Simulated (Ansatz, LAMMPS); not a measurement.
**Amorphous carbon (500 atoms): support functions against a reference**

Aim: test how closely localised support functions follow the reference on amorphous carbon (500 atoms), and at what cost. A setting counts as converged where the r.m.s. difference of forces stays under 1 % of the r.m.s. force.

Calculated with Ansatz 0.2.0; Kohn-Sham DFT, PBE, PAW (set soft_2), plane waves.

## 1. Starting point

The cell holds 500 atoms: 500 C. Its edges and angles: a = 15.061 Å, b = 15.061 Å, c = 15.061 Å, α = 90.0°, β = 90.0°, γ = 90.0°. 500 atoms (500 C) placed at random at 2.92 g/cm³, melted at 6000 K for 10 ps at fixed volume with the Tersoff potential (Tersoff, Phys. Rev. B 39, 5566 (1989)). Quenched from 6000 K to 300 K at 100 K/ps and fixed volume, held 5 ps, then minimised at fixed cell.

Before any run, some limits are plain. The quench rate of 100 K/ps is many orders above laboratory rates, so the cell is likely richer in defects and strain than a real sample. The starting topology of bonds comes from the classical model, and needn't be the one that DFT or experiment would give. The Brillouin zone is sampled at Γ only, in a cell whose shortest periodic width is 15 Å.

## 2. The classical run that made the cell

A classical potential supplies the starting structure, since it reaches far longer times than DFT.

This step: classical MD, Tersoff potential (Tersoff, Phys. Rev. B 39, 5566 (1989)) (LAMMPS 22 Jul 2025 - Update 4).

Contents of in.lmp:

```
# melt-quench of C500
units metal
atom_style atomic
boundary p p p
region box block 0 15.0610 0 15.0610 0 15.0610
create_box 1 box
mass 1 12.0110   # C
create_atoms 1 random 500 710519 NULL overlap 1.37 maxtry 2000
pair_style tersoff
pair_coeff * * SiCGe.tersoff C
neigh_modify delay 0 every 1 check yes
thermo_style custom step time temp pe press density
thermo_modify norm yes
timestep 0.0005
thermo 100
min_style cg
minimize 1e-4 1e-4 200 2000
reset_timestep 0
velocity all create 6000 710520 mom yes dist gaussian
fix lim all nve/limit 0.05
fix lan all langevin 6000 6000 0.05 710521 zero yes
thermo 500
run 1000 post no
unfix lim
unfix lan
thermo 3333
fix md all nvt temp 6000 6000 0.05
run 20000 post no
unfix md
thermo 11400
fix md all nvt temp 6000 300 0.05
run 114000 post no
unfix md
thermo 5000
fix md all nvt temp 300 300 0.05
run 10000 post no
unfix md
thermo 100
min_style cg
minimize 0 1e-3 2000 20000
write_dump all custom glass.dump id type xs ys zs modify sort id
```

Run with:

```bash
$ mpirun -np 2 lmp -in in.lmp -log none -nocite
```

Numbers of over 12 decimals in the logs are rounded to 6 here.

What it wrote:

```text
LAMMPS (22 Jul 2025 - Update 4)
Created orthogonal box = (0 0 0) to (15.061 15.061 15.061)
Created 500 atoms
   Step          Time           Temp          PotEng         Press         Density
         0   0              0             -2.4559052      1074079.9      2.9190182
        78   0.039          0             -5.8064797      146593.25      2.9190182
Loop time of 0.0771347 s on 2 MPI rank(s) for 78 steps with 500 atoms
Minimization stats:
  Stopping criterion = energy tolerance
  Energy initial, next-to-last, final =
     -2.45590518595223  -5.80601107741668  -5.80647969110202
  Force two-norm initial, final = 350.22453 52.867313
  Iterations, force evaluations = 78 135
   Step          Time           Temp          PotEng         Press         Density
         0   0              6000          -5.8064797      267590.11      2.9190182
       500   0.25           6289.7921     -5.6899266      380453.95      2.9190182
[... 11 lines left out ...]
Loop time of 10.5068 s on 2 MPI rank(s) for 20000 steps with 500 atoms
   Step          Time           Temp          PotEng         Press         Density
[... 12 lines left out ...]
Loop time of 50.8795 s on 2 MPI rank(s) for 114000 steps with 500 atoms
   Step          Time           Temp          PotEng         Press         Density
[... 3 lines left out ...]
Loop time of 3.82131 s on 2 MPI rank(s) for 10000 steps with 500 atoms
   Step          Time           Temp          PotEng         Press         Density
    145000   72.5           304.80201     -6.9375769      53333.266      2.9190182
    145100   72.55          304.80201     -6.9787962      46523.594      2.9190182
    145200   72.6           304.80201     -6.9788158      46354.218      2.9190182
    145240   72.62          304.80201     -6.9788165      46314.4        2.9190182
Loop time of 0.648978 s on 2 MPI rank(s) for 240 steps with 500 atoms
Minimization stats:
  Stopping criterion = linesearch alpha is zero
  Energy initial, next-to-last, final =
     -6.93757692812455  -6.97881653034615  -6.97881653034615
  Force two-norm initial, final = 53.811771 0.06032059
  Iterations, force evaluations = 240 1701
```

Elapsed: 67 s, on 2 MPI ranks of AMD EPYC 7R43, shared host; peak memory 0.084 GiB.

## 3. Plane-wave single point

This run is the reference for what follows, at a cutoff of 420 eV.

Contents of input.yaml:

```yaml
crystal:
  lattice:
    - [15.061, 0.0, 0.0]
    - [0.0, 15.061, 0.0]
    - [0.0, 0.0, 15.061]
  atoms:
    - { symbol: C, position: [0.03978, 0.60257, 0.25477] }
    - { symbol: C, position: [0.02476, 0.66835, 0.06705] }
    - { symbol: C, position: [0.42337, 0.45106, 0.13713] }
    - { symbol: C, position: [0.09128, 0.71685, 0.91622] }
    - { symbol: C, position: [0.89289, 0.1822, 0.28302] }
    - { symbol: C, position: [0.23888, 0.88992, 0.63031] }
    - { symbol: C, position: [0.13511, 0.79237, 0.39162] }
    - { symbol: C, position: [0.42136, 0.62145, 0.10301] }
    - { symbol: C, position: [0.29091, 0.13738, 0.21057] }
    - { symbol: C, position: [0.85277, 0.63319, 0.26423] }
    - { symbol: C, position: [0.70956, 0.71861, 0.60531] }
    - { symbol: C, position: [0.57528, 0.70584, 0.97486] }
    - { symbol: C, position: [0.40156, 0.21703, 0.30675] }
    - { symbol: C, position: [0.99538, 0.64234, 0.83028] }
    - { symbol: C, position: [0.27105, 0.45984, 0.70494] }
    - { symbol: C, position: [0.33962, 0.79365, 0.47715] }
    - { symbol: C, position: [0.98284, 0.29728, 0.35087] }
    - { symbol: C, position: [0.64967, 0.29541, 0.4457] }
    - { symbol: C, position: [0.19364, 0.15978, 0.99678] }
    - { symbol: C, position: [0.85169, 0.02659, 0.93577] }
    - { symbol: C, position: [0.04985, 0.35207, 0.94716] }
    - { symbol: C, position: [0.96808, 0.32973, 0.43934] }
    - { symbol: C, position: [0.47952, 0.11952, 0.54249] }
    - { symbol: C, position: [0.30927, 0.76852, 0.20561] }
    - { symbol: C, position: [0.29893, 0.91043, 0.14028] }
    - { symbol: C, position: [0.15779, 0.0664, 0.27915] }
    - { symbol: C, position: [0.50209, 0.84524, 0.99342] }
    - { symbol: C, position: [0.33483, 0.60203, 0.30971] }
    - { symbol: C, position: [0.58556, 0.80488, 0.217] }
    - { symbol: C, position: [0.55367, 0.49474, 0.51501] }
    - { symbol: C, position: [0.81717, 0.75736, 0.16553] }
    - { symbol: C, position: [0.4235, 0.38587, 0.21286] }
    [... 462 atom lines left out ...]
    - { symbol: C, position: [0.33224, 0.6191, 0.60903] }
    - { symbol: C, position: [0.16465, 0.82774, 0.63273] }
    - { symbol: C, position: [0.06056, 0.29753, 0.02829] }
    - { symbol: C, position: [0.98474, 0.76704, 0.57641] }
    - { symbol: C, position: [0.11227, 0.5477, 0.38728] }
    - { symbol: C, position: [0.11597, 0.90224, 0.27727] }
kpoints:
  mp_grid: { grid: [1, 1, 1] }
hamiltonian:
  xc: pbe
scf:
  occupations: { method: gaussian, width: 0.05 }
output:
  forces: true
  stress: true
  populations: intrinsic
  dos:
    method: { smearing: { sigma: 0.1 } }
    de: 0.1
    projected: { site_lists: { C: [C] } }
  eigenvalues: true
  write_density: true
  write_potential: true
  volumetric_format: npy
```

Run with:

```bash
$ ansatz run input.yaml --threads 8 --pin off --max-ram 15872MiB --backend cpu --events-out ev --progress --plain --runs-dir out
```

What it wrote:

```text
Engine: ansatz 0.2.0, x86_64-unknown-linux-gnu
Pseudopotentials: kind: paw
Pseudopotential: C, paw, valence charge 4, recommended cutoff 420 eV (normal), C.paw.azcp
Functional definition: PBE
  parameter kappa = 0.804
  parameter beta = 0.066725
  exchange = pbe_x(kappa = kappa, mu = beta*pi^2/3)
  correlation = pbe_c(beta = beta)
Crystal: 500 atoms, lattice volume = 3416.343 Å³
Basis set: ecut = 420 eV, 66875 PW (Γ), exchange–correlation on 216×216×216 points (8 copies of the dense FFT grid, shifted against one another)
Bands: 1500, of which v1, the nominal top of the filled ones, is band 1000 counted from 1 (999 counted from 0)
Symmetry: 1 space group operations
Space group: P1 (ITA 1), of the structure as read, at distance tolerance 1.5e-4 Å
k-points: 1
Non-local potential: C, projectors of the file, l = 0: 2, l = 1: 2, l = 2: 1
PAW form: soft (Blöchl's): semilocal exchange-correlation on the pseudo side does not see the compensation charge
PAW one-centre angular grid: C, 110 points (default); XC on 64 Gauss nodes
Initial density: superposition of atomic densities (neutral atoms: chi_scale 0, normalization atom), corrected by the library's trained network
Initial wavefunctions: pseudopotential atomic-orbital guess
Functional: x = pbe(κ = 0.804, μ = 0.219515), c = pbe(β = 0.066725)
SCF iter   1: F=—  HF=-124975.602740 eV  |F-HF|=—  |Δ(HF+E_count)|=         —  Δρ=1.55e-2  dr2=2.00e1  ethr=1.77e-3  ⟨swp⟩=6.0  Hψ=6089  notcnv=0  defer=396
preconditioner: auto → Kerker (q_TF=auto, 2.495 Å⁻¹)  [metal: Δε(μ)=0.013 eV  Ē_g=14.814 eV  σ=0.050 eV  W_gap=0.15  n_scr=894 (ndim 8)  ℏωp=28.4 eV  f_vac=0.001  D(μ)=107.81/eV (n_scr^D=750)]
SCF iter   2: F=—  HF=-124974.288122 eV  |F-HF|=—  |Δ(HF+E_count)|=    1.31e0  Δρ=8.37e-3  dr2=8.51e0  ethr=9.98e-4  ⟨swp⟩=1.0  Hψ=1725  notcnv=0  defer=399
SCF iter   3: F=—  HF=-124973.447979 eV  |F-HF|=—  |Δ(HF+E_count)|=   8.40e-1  Δρ=1.96e-3  dr2=5.97e-1  ethr=4.25e-4  ⟨swp⟩=2.0  Hψ=1166  notcnv=0  defer=400
SCF iter   4: F=—  HF=-124973.423179 eV  |F-HF|=—  |Δ(HF+E_count)|=   2.48e-2  Δρ=6.27e-4  dr2=4.52e-2  ethr=2.99e-5  ⟨swp⟩=3.0  Hψ=1972  notcnv=0  defer=409
SCF iter   5: F=—  HF=-124973.420845 eV  |F-HF|=—  |Δ(HF+E_count)|=   2.33e-3  Δρ=1.93e-4  dr2=1.00e-2  ethr=2.26e-6  ⟨swp⟩=2.0  Hψ=1059  notcnv=0  defer=409
SCF iter   6: F=—  HF=-124973.420568 eV  |F-HF|=—  |Δ(HF+E_count)|=   2.77e-4  Δρ=7.79e-5  dr2=7.99e-4  ethr=5.01e-7  ⟨swp⟩=2.0  Hψ=1143  notcnv=0  defer=409
SCF iter   7: F=—  HF=-124973.420628 eV  |F-HF|=—  |Δ(HF+E_count)|=   6.01e-5  Δρ=2.66e-5  dr2=7.69e-5  ethr=4.00e-8  ⟨swp⟩=2.0  Hψ=1691  notcnv=0  defer=409
SCF iter   8: F=—  HF=-124973.428498 eV  |F-HF|=—  |Δ(HF+E_count)|=   7.87e-3  Δρ=9.35e-6  dr2=1.01e-5  ethr=3.85e-9  ⟨swp⟩=2.0  Hψ=2499  notcnv=0  defer=473
SCF iter   9: F=—  HF=-124973.428498 eV  |F-HF|=—  |Δ(HF+E_count)|=   4.51e-7  Δρ=3.21e-6  dr2=9.13e-7  ethr=5.03e-10  ⟨swp⟩=3.0  Hψ=2162  notcnv=0  defer=473
SCF iter  10: F=—  HF=-124973.428498 eV  |F-HF|=—  |Δ(HF+E_count)|=   5.08e-8  Δρ=1.14e-6  dr2=1.46e-7  ethr=4.56e-11  ⟨swp⟩=3.0  Hψ=2193  notcnv=0  defer=473
SCF iter  11: F=-124973.428498 eV  HF=-124973.428498 eV  |F-HF|=1.24e-8  |Δ(HF+E_count)|=   1.02e-8  Δρ=4.14e-7  dr2=2.20e-8  ethr=5.00e-12  ⟨swp⟩=19.0  Hψ=11874  notcnv=0
SCF 1 converged in 11 iterations: F = -124973.428498 eV  dr2 = 2.20e-8
  greatest PAW one-centre occupation: 0.697 electrons in one spin orbital (limit 2), on the C atom at site 35 (counted from 0), in its partial waves of l = 0
SCF converged after 11 iterations
Free energy (F): -124973.428498 eV
Harris-Foulkes:  -124973.428498 eV  (|F-HF|=1.24e-8)
Internal energy: -124973.281805 eV  (E = F + TS)
E sigma→0 (E₀):  -124973.355152 eV
Entropy (-TS):   -0.146693 eV (-0.293 meV/atom)
Fermi energy:    10.750446 eV
--- Per-component energies (eV) ---
  E_band       = 3180.434360
  E_kinetic    = 45136.705377
  E_local      = -47245.985669  (includes V_loc(G=0)·N_el)
  E_nonlocal   = 13495.316152
  E_hartree    = 12376.673998
  E_xc         = -23973.379544
  E_vxc        = -29716.034615  (∫ρ·V_xc dr)
  E_paw        = -49544.210603  (= ΣΔE_a)
  E_vpaw       = -3242.918331  (= ΣTr[D̂ρ^β])
  E_aug_tail   = 0.003606  (compensation charges beyond the density's cutoff)
  E_ewald      = -75218.405121
  E_smearing   = -0.146693  (= −TS)
  E_closure    = -0.000000  (closes the sum)
  Σ components = -124973.428498   (vs F -124973.428498, Δ=0.00e0)
--- Forces (eV/Å), atoms counted from 1 ---
  atom   1  C      1.63572135     0.21856848    -3.01032962
  atom   2  C      1.45454599    -1.63035413     0.13744548
  atom   3  C      1.51245576    -0.39310237    -1.97132458
  atom   4  C     -0.07321086     0.89729823    -0.64518249
  atom   5  C     -0.61307092     1.20613378    -1.12158710
  atom   6  C      0.62990887     0.47614461    -3.05244757
  atom   7  C      1.76641160     0.62470796     0.97074133
  atom   8  C      0.55263168     2.09231539     1.12607695
  atom   9  C      0.20550452    -2.04732885     1.57384297
  atom  10  C     -0.86271137    -0.07946604    -0.38661887
  atom  11  C     -2.28793905    -0.45985464     2.39752495
  atom  12  C      0.35632209     0.37637695     0.72454540
  atom  13  C     -0.31699384     1.29384597     2.39069755
  atom  14  C      1.68034027    -1.14901912     0.02349193
[...]
atom 499  C     -0.64701326     0.57892040    -0.60015696
  atom 500  C      0.02061685     1.13994014    -0.84189955
  max |Σ_I F_I| component: 2.48e-5 eV/Å
--- Stress (GPa, compression-positive) ---
        4.693164       1.639555       0.509335
        1.639555       2.677698      -2.670611
        0.509335      -2.670611      -4.183676
  P = ⅓ Tr σ = 1.0624 GPa (10.624 kbar)
--- Band table (eV) ---
  k-point 0: bands = ["-10.4283", "-10.2077", "-9.9919", "-9.9307", [... 1484 levels ...], "20.4706", "20.4912", "20.5017", "20.5045", "20.5226", "20.5410", "20.5530", "20.5641", "20.5737", "20.5826", "20.5913", "20.6094"]
--- intrinsic populations: 500 sites ---
  site symbol       q [e]
     0      C      3.9850
     1      C      4.0055
     2      C      4.0131
[...]
499      C      3.9865
  spilling = -0.000000 (of n_electrons = 2000.000000)
```

Elapsed: 3.9 min, on 8 threads of AMD EPYC 7R43, shared host; peak memory 8.8 GiB; 29 min of CPU time.

The program notes that it cut back its work space to fit the memory limit.

The run gave:

```yaml
free_energy: -124973.4285 eV
free_energy_per_atom: -249.9469 eV/atom
scf_cycles: 11
pressure: 1.062 GPa
r_m_s_force_component: 1.245 eV/Å
longest_force: 4.836 eV/Å
fermi_energy: 10.75 eV
levels_partly_filled_by_over_2_per_cent: 7
```

Neighbours are counted within 1.85 Å (C-C).

Length of the force by element and coordination:

```
element  coordination  atoms  mean length of the force (eV/Å)  spread  least  most
      C           all    500                             1.97   0.884  0.204  4.84
      C             3    370                             2.16   0.882  0.221  4.84
      C             4    130                             1.41   0.608  0.204  3.15
```

Intrinsic-atomic-orbital charges by element and coordination:

```
element  coordination  atoms  mean charge (e)  spread    least    most
      C           all    500                0  0.0297   -0.101   0.124
      C             3    370          -0.0049  0.0326   -0.101   0.124
      C             4    130           0.0139   0.011  -0.0165  0.0486
```

Density of states as counts of states in windows of 1 eV (from the Fermi level), total and the larger projections:

```csv
from (eV),to (eV),total,C p,C s
-14,-13,81.9,44.8,36.6
-13,-12,84.2,51.6,32.0
-12,-11,89.2,61.0,27.6
-11,-10,97.4,74.2,22.5
-10,-9,113.7,94.3,18.7
-9,-8,141.2,123.8,16.6
-8,-7,155.1,140.9,13.5
-7,-6,164.4,153.1,10.7
-6,-5,158.6,149.8,8.3
-5,-4,124.0,117.8,5.8
-4,-3,78.4,74.0,4.0
-3,-2,76.6,71.6,4.5
-2,-1,86.7,80.2,5.5
-1,0,104.8,96.4,6.9
0,1,103.9,95.4,6.6
1,2,96.1,87.6,6.3
2,3,81.4,73.1,5.9
3,4,54.5,47.8,4.6
4,5,41.3,33.5,5.5
```

Between -22 and -14 eV lie 440 more states.

The levels nearest the highest filled one (over half full), pooled over k-points and spins:

```
level less the highest filled one (eV)  occupation
                               -0.0837        1.99
                               -0.0656        1.97
                               -0.0443        1.89
                               -0.0315        1.78
                                -0.011        1.48
                                     0        1.25
                                0.0211       0.786
                                0.0367       0.476
                                0.0461       0.328
                                0.0887       0.029
                                0.0941        0.02
                                 0.109       0.006
```

Electrostatic potential energy in the ac plane at fractional y = 0.058, with atoms of C within 0.2 Å of it. With pseudopotentials it is smooth inside the atoms' cores, unlike the true potential.

Values in eV, 13 rows by 16 columns, each cell a mean:
```
  2 -25   5  -1   3  11   9  -2  10  11  12  12  10  -7   3  13
-30   0  11   1 -15 -22  -7   6   1  11  11   4   4   4  10   5
  3  11   8 -16  -2   6   8   6  -3   9   9   3 -19  -6   8  10
 11   4 -13  -3   4   5   0 -13   9  13  11  10  11   4 -15   4
  8 -15  -5  12   9 -26  -7 -14   2   7   9   1  -1  -9 -10   8
 12  10   0   9  -1  -9  11   0  -1   6   7  -6 -17 -12  -2  11
  8   0 -29  -6  -8 -12   1   5  11  11   1 -31   6  10  -9   4
-17   7   8 -14  -3  -3 -24   3   4  11  12   7   1   8 -11 -13
  0  11   1   8  13 -15 -15   7 -15   9  13  13 -13 -18  10   3
  6  11 -20  -8  11   9  10  -2 -15  10   1   9  11   8   8  -4
 -4   6   5 -20   7  12  10 -12  -4  12 -11   3  12   8   9 -14
  3 -20 -13 -18   8   6  -1   6  12   9   8  -7 -19 -23   3  11
 13  11  10 -14 -13   1 -18  -8   6  -2   7   7   4   7   2  12
```
Columns run along a (15.1 Å; values clipped at the 3rd and 97th percentile), rows up along c (15.1 Å). Atoms in or near the plane, at fractional coordinates: C at (0.16, 0.28), C at (0.75, 0.09), C at (0.48, 0.21), C at (0.80, 0.34), C at (0.98, 0.21), C at (0.08, 0.94), C at (0.10, 0.12), C at (0.34, 0.65), C at (0.36, 0.33), C at (0.23, 0.44), C at (0.71, 0.49), C at (0.22, 0.77), C at (0.15, 0.49), C at (0.75, 0.59) and more.

Valence density in the ac plane at fractional y = 0.058, with atoms of C within 0.2 Å of it. It is the smooth field of the valence electrons, not physical close to the nuclei.

Ten even steps from '0' (0.0 e/Å³) to '9' (1.8 e/Å³), each cell a mean:
```
01467421136520000014542100110000000134431000
25899631136631111122210000000000001367531001
79853100126864577632122210000011112333210014
88520000026754688521247742100134565421100014
34210011257621122100135642111223577875310001
11101355688631000001222210011100123455421111
10013675333322211246752100000111000012567632
11136862100024777678962000001123210012687531
12346752100013787434664222221124543346752101
01112343210125752101477433331013788788851000
00000245310137741001354211222124764324543100
00112588521248841001111000134588841000245310
12345678977777776554321000012357741000269631
55422123478742359996433210000012343111257765
97310000123210148842123432100000135542112358
53100122100000379731126752000000026985200124
20000368620000267521148851000000013564211112
31000368852100011101368631012321000011111134
73000013686411000002698510037963000000001379
63212212586310000014675200014642100011111257
34578766775100000123321000001223333457621012
12467766776312233443200001221125998778731000
00011111368754457887311135642113564223432100
00011000158852123468753234421000000001332100
```
Columns run along a (15.1 Å), rows up along c (15.1 Å). Atoms in or near the plane, at fractional coordinates: C at (0.16, 0.28), C at (0.75, 0.09), C at (0.48, 0.21), C at (0.80, 0.34), C at (0.98, 0.21), C at (0.08, 0.94), C at (0.10, 0.12), C at (0.34, 0.65), C at (0.36, 0.33), C at (0.23, 0.44), C at (0.71, 0.49), C at (0.22, 0.77), C at (0.15, 0.49), C at (0.75, 0.59) and more.

Intrinsic-atomic-orbital charges run from -0.10 to +0.12 e. Within 0.4 eV of the Fermi level the largest share is C p (93 % of the projected weight).

(Part 1 of 2 ends here.)

[Logs are printed without paths, hosts, clocks, repeated set-up lines and the standing remarks that a program may print on its own settings, such as how far it seeks lower states.]

[Hosts, paths, dates, database ids (printed as entryN), source tags and the programs' standing remarks are cut or masked in the printed files.]
